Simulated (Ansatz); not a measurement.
# V_O in MgO (Fm-3m) with several kinds of pseudopotentials

Question: how much does the pseudopotential files change the (+1/0) level of V_O in MgO (Fm-3m), and what does each choice cost? Model: a cell of 72 host atoms with 1 O taken out.

Program: Ansatz 0.2.0. Level of theory: plane-wave DFT; relaxations with PBEsol, then single points with PBEsol, on supercells at fixed charge in a uniform background. Results are calculated unless marked as measured.

This is a report of a sequence of runs, with most program output left out.

### 1. Set-up

The cell holds 71 atoms: 36 Mg and 35 O. Cell: a = 8.941 Å, b = 8.941 Å, c = 11.921 Å, α = 60.0°, β = 60.0°, γ = 60.0°. It derives from MgO (space group Fm-3m). Nearest the centre at fractional (0.500, 0.500, 0.625): Mg62 at 2.11 Å, Mg46 at 2.11 Å, Mg44 at 2.11 Å, Mg60 at 2.11 Å, Mg38 at 2.11 Å, Mg68 at 2.11 Å, O32 at 2.98 Å, O14 at 2.98 Å. The cell carries charge +1.

Coordinates:

```xyz
71
Lattice="0.0000 6.3223 6.3223 6.3223 0.0000 6.3223 8.4297 8.4297 0.0000" Properties=species:S:1:pos:R:3 pbc="T T T"
Mg    0.0000    0.0000    0.0000
O     2.1074    2.1074    2.1074
Mg    2.1074    2.1074    0.0000
O     4.2149    4.2149    2.1074
Mg    4.2149    4.2149    0.0000
O     6.3223    6.3223    2.1074
Mg    6.3223    6.3223    0.0000
O     8.4297    8.4297    2.1074
Mg    2.1074    0.0000    2.1074
O     4.2149    2.1074    4.2149
Mg    4.2149    2.1074    2.1074
O     6.3223    4.2149    4.2149
Mg    6.3223    4.2149    2.1074
O     8.4297    6.3223    4.2149
Mg    8.4297    6.3223    2.1074
O    10.5372    8.4297    4.2149
Mg    4.2149    0.0000    4.2149
O     6.3223    2.1074    6.3223
Mg    6.3223    2.1074    4.2149
O     8.4297    4.2149    6.3223
Mg    8.4297    4.2149    4.2149
O    10.5372    6.3223    6.3223
Mg   10.5372    6.3223    4.2149
O    12.6446    8.4297    6.3223
Mg    0.0000    2.1074    2.1074
O     2.1074    4.2149    4.2149
Mg    2.1074    4.2149    2.1074
O     4.2149    6.3223    4.2149
Mg    4.2149    6.3223    2.1074
O     6.3223    8.4297    4.2149
Mg    6.3223    8.4297    2.1074
O     8.4297   10.5372    4.2149
Mg    2.1074    2.1074    4.2149
O     4.2149    4.2149    6.3223
Mg    4.2149    4.2149    4.2149
O     6.3223    6.3223    6.3223
Mg    6.3223    6.3223    4.2149
Mg    8.4297    8.4297    4.2149
O    10.5372   10.5372    6.3223
Mg    4.2149    2.1074    6.3223
O     6.3223    4.2149    8.4297
Mg    6.3223    4.2149    6.3223
O     8.4297    6.3223    8.4297
Mg    8.4297    6.3223    6.3223
O    10.5372    8.4297    8.4297
Mg   10.5372    8.4297    6.3223
O    12.6446   10.5372    8.4297
Mg    0.0000    4.2149    4.2149
O     2.1074    6.3223    6.3223
Mg    2.1074    6.3223    4.2149
O     4.2149    8.4297    6.3223
Mg    4.2149    8.4297    4.2149
O     6.3223   10.5372    6.3223
Mg    6.3223   10.5372    4.2149
O     8.4297   12.6446    6.3223
Mg    2.1074    4.2149    6.3223
O     4.2149    6.3223    8.4297
Mg    4.2149    6.3223    6.3223
O     6.3223    8.4297    8.4297
Mg    6.3223    8.4297    6.3223
O     8.4297   10.5372    8.4297
Mg    8.4297   10.5372    6.3223
O    10.5372   12.6446    8.4297
Mg    4.2149    4.2149    8.4297
O     6.3223    6.3223   10.5372
Mg    6.3223    6.3223    8.4297
O     8.4297    8.4297   10.5372
Mg    8.4297    8.4297    8.4297
O    10.5372   10.5372   10.5372
Mg   10.5372   10.5372    8.4297
O    12.6446   12.6446   10.5372
```

Screening for the image-charge correction: ε∞ = 3.24, ε0 = 10.37, from a response run on this crystal (DFPT, PBEsol) at that run's own cell.

The cell's shortest repeat is 8.9 Å.

### 2. Relaxing both charge states, PBEsol

The study needs fixed structures, so each charge is relaxed once, at one point at (¼, ¼, ¼), from small random displacements that break the symmetry of the site.

File qp1_M1.relax/input.yaml:

```yaml
crystal:
  lattice:
    - [0.0, 2.10743285, 2.10743285]
    - [2.10743285, 0.0, 2.10743285]
    - [2.10743285, 2.10743285, 0.0]
  atoms:
    - { symbol: Mg, position: [0.0, 0.0, 0.0] }
    - { symbol: O, position: [0.5, 0.5, 0.5] }
  supercell: [3, 3, 4]
  defects: [{ vacancy: 37 }]
total_charge: 1
basis:
  ecutwfc: 420
  xc_grid: 2
hamiltonian:
  xc: pbesol
  pseudopotentials: { kind: paw, azcp: { folder: soft_1 }, xc_functional: pbe }
kpoints:
  mp_grid: { grid: [1, 1, 1], shift: [0.25, 0.25, 0.25] }
magnetization:
  spin_polarized: true
  initial_magnetization: 1
  spin_locking: { lock_magnetization: hard }
scf:
  occupations: { method: fixed }
  max_iter: 60
output:
  forces: true
  charged_corrections:
    epsilon: 3.24
    static_epsilon: 10.37
    defect_position: [0.5, 0.5, 0.625]
relax:
  f_tol: 0.015
  max_steps: 60
  random_displacement: { amplitude: 0.04, seed: 1557 }
checkpoint:
  write: "../qp1_M1.relax.run"
  compress: false
  write_wavefunctions: true
  write_every: 100000
```

Command:

```
$ ansatz run input.yaml --threads 8 --pin off --max-ram 18841MiB --backend cpu --events-out ev --progress --plain --runs-dir out
```

Run time: 37 s. Hardware: 8 threads of Intel Xeon at 2.60GHz (Ice Lake), shared host; peak memory 2.9 GiB; 4 min of CPU time.

The steps of the relaxation:

| step | energy less that of the first step (eV) | largest force component (eV/Å) |
| --- | --- | --- |
| 1 | 0.0000 | 1.8329 |
| 2 | -0.9193 | 0.4919 |
| 3 | -1.1832 | 0.0263 |
| 4 | -1.1838 | 0.0035 |

The atoms that moved most (Å, from the sites as typed, ahead of the random displacement, the mean shift of all atoms taken out):

| atom | dx | dy | dz | length |
| --- | --- | --- | --- | --- |
| Mg62 | 0.002 | 0.104 | -0.002 | 0.104 |
| Mg44 | -0.002 | -0.104 | 0.002 | 0.104 |
| Mg46 | 0.104 | 0.002 | -0.003 | 0.104 |
| Mg60 | -0.104 | -0.002 | 0.003 | 0.104 |
| Mg38 | 0.002 | 0.002 | -0.102 | 0.102 |
| Mg68 | -0.002 | -0.002 | 0.102 | 0.102 |
| O39 | -0.021 | -0.021 | 0.000 | 0.030 |
| O36 | 0.021 | 0.021 | 0.000 | 0.030 |

Neighbours of the ideal centre at the end:

```
atom  distance (Å)
Mg68         2.206
Mg46         2.209
Mg44         2.210
Mg62         2.212
Mg38         2.213
Mg60         2.214
 O43         2.948
 O39         2.949
 O59         2.950
 O16         2.952
 O36         2.952
 O45         2.952
 O32         2.954
 O22         2.954
 O61         2.955
 O53         2.958
```

```
charge  moment set (μB)  steps  largest displacement (Å)  time
     0                0      4                      0.02  18 s
    +1                1      4                      0.10  37 s
```

The relaxation ends 17 meV an atom lower than the displaced start, with a largest force component of 0.0035 eV/Å.

### 3. First setting: soft PAW, 420 eV

Total energies have another zero for each set of files, but a level against the valence top must not depend on them. The spread measures the error of the potentials and cutoffs, not that of the functional or the cell.

File qp1_M1.fdefault/input.yaml:

```yaml
crystal:
  checkpoint: "../qp1_M1.relax.run"
  host: checkpoint
total_charge: 1
basis:
  ecutwfc: 420
  xc_grid: 2
hamiltonian:
  xc: pbesol
  pseudopotentials: { kind: paw, azcp: { folder: soft_1 }, xc_functional: pbe }
kpoints:
  mp_grid: { grid: [1, 1, 1], shift: [0.25, 0.25, 0.25] }
magnetization:
  spin_polarized: true
  initial_magnetization: 1
  spin_locking: { lock_magnetization: hard }
scf:
  occupations: { method: fixed }
  max_iter: 60
output:
  forces: true
  charged_corrections:
    epsilon: 3.24
    static_epsilon: 10.37
    defect_position: [0.5, 0.5, 0.625]
  eigenvalues: true
checkpoint:
  write: "../qp1_M1.fdefault.run"
  compress: false
  write_wavefunctions: false
  write_every: 100000
```

Run time: 15 s. Hardware: 8 threads; peak memory 2.7 GiB.

Both charges and the host at this setting go to place-levels, which corrects for the image charge and aligns the potentials.

File levels.fdefault.yaml:

```yaml
host:
  run: host.fdefault.run
states: [q0.fdefault.run, qp1_M1.fdefault.run]
geometry_from:
  q0.fdefault.run: q0.relax.run
  qp1_M1.fdefault.run: qp1_M1.relax.run
```

Command:

```
$ ansatz place-levels levels.fdefault.yaml -- --threads 8 --pin off --max-ram 18841MiB
```

The job ended after 0.13 s (8 threads).

At this setting the gap is 4.611 eV and (+1/0) lies 2.459 eV above the valence top.

### 4. The other settings

In the defect's inputs only the studied keys change. One input of each further setting:

qp1_M1.fhard/input.yaml, as its differences from qp1_M1.fdefault/input.yaml of step 3:

```diff
@@ -5,3 +5,3 @@
 basis:
-  ecutwfc: 420
+  ecutwfc: 950
   xc_grid: 2
@@ -9,3 +9,3 @@
   xc: pbesol
-  pseudopotentials: { kind: paw, azcp: { folder: soft_1 }, xc_functional: pbe }
+  pseudopotentials: { kind: paw, source: ansatz }
 kpoints:
@@ -27,3 +27,3 @@
 checkpoint:
-  write: "../qp1_M1.fdefault.run"
+  write: "../qp1_M1.fhard.run"
   compress: false
```

qp1_M1.fnc/input.yaml, as its differences from qp1_M1.fhard/input.yaml of step 4:

```diff
@@ -5,3 +5,3 @@
 basis:
-  ecutwfc: 950
+  ecutwfc: 1200
   xc_grid: 2
@@ -9,3 +9,3 @@
   xc: pbesol
-  pseudopotentials: { kind: paw, source: ansatz }
+  pseudopotentials: { kind: nc }
 kpoints:
@@ -27,3 +27,3 @@
 checkpoint:
-  write: "../qp1_M1.fhard.run"
+  write: "../qp1_M1.fnc.run"
   compress: false
```

### 5. Result against cost

Times of the states on 8 threads of Intel Xeon at 2.60GHz (Ice Lake), shared host; the host is run again at each setting:

| pseudopotential files | gap (eV) | (+1/0) above the valence top (eV) | under the conduction bottom (eV) | level less that at harder PAW, 950 eV (meV) | time, both charge states | time, host and placing | peak memory of a state (GiB) |
| --- | --- | --- | --- | --- | --- | --- | --- |
| soft PAW, 420 eV | 4.611 | 2.459 | 2.151 | 2 | 23 s | 0.68 s | 2.7 |
| harder PAW, 950 eV | 4.608 | 2.458 | 2.150 | 0 | 79 s | 5.7 s | 8.1 |
| norm-conserving, 1200 eV | 4.635 | 2.473 | 2.162 | 15 | 77 s | 7.3 s | 9.8 |

### 6. Results

- (plus 1/0) level, soft PAW, 420 eV: 2.46 eV
- (plus 1/0) level, harder PAW, 950 eV: 2.46 eV
- (plus 1/0) level, norm-conserving, 1200 eV: 2.47 eV

**Reading.** Over the settings in the table the level spans 0.015 eV; soft PAW, 420 eV and norm-conserving, 1200 eV lie within 0.02 eV of the reference (harder PAW, 950 eV, 2.46 eV); soft PAW, 420 eV takes 29 % of its time for the two charge states. Only the charges 0 and +1 were run, each from one start, so (+1/0) need not be a change between stable states. The host ran in cells of different size at different settings, so its times don't compare. Limits: one k-point off the zone centre stands for the whole zone; the images are only 8.9 Å apart; PBEsol makes the gap too small and tends to spread out bound carriers.

[Logs are printed without paths, hosts, clocks, repeated set-up lines and the standing remarks that a program may print on its own settings, such as how far it seeks lower states.]

[Hosts, paths, dates, database ids (printed as entryN), source tags and the programs' standing remarks are cut or masked in the printed files.]

[Where a table of states has a column of steps, it counts the stored structures, which are thinned; the runs took as many ionic steps or more.]

[For some hosts the program warned that the k-mesh of the response run may be too coarse for force constants and the static dielectric constant; such warnings are not shown here.]
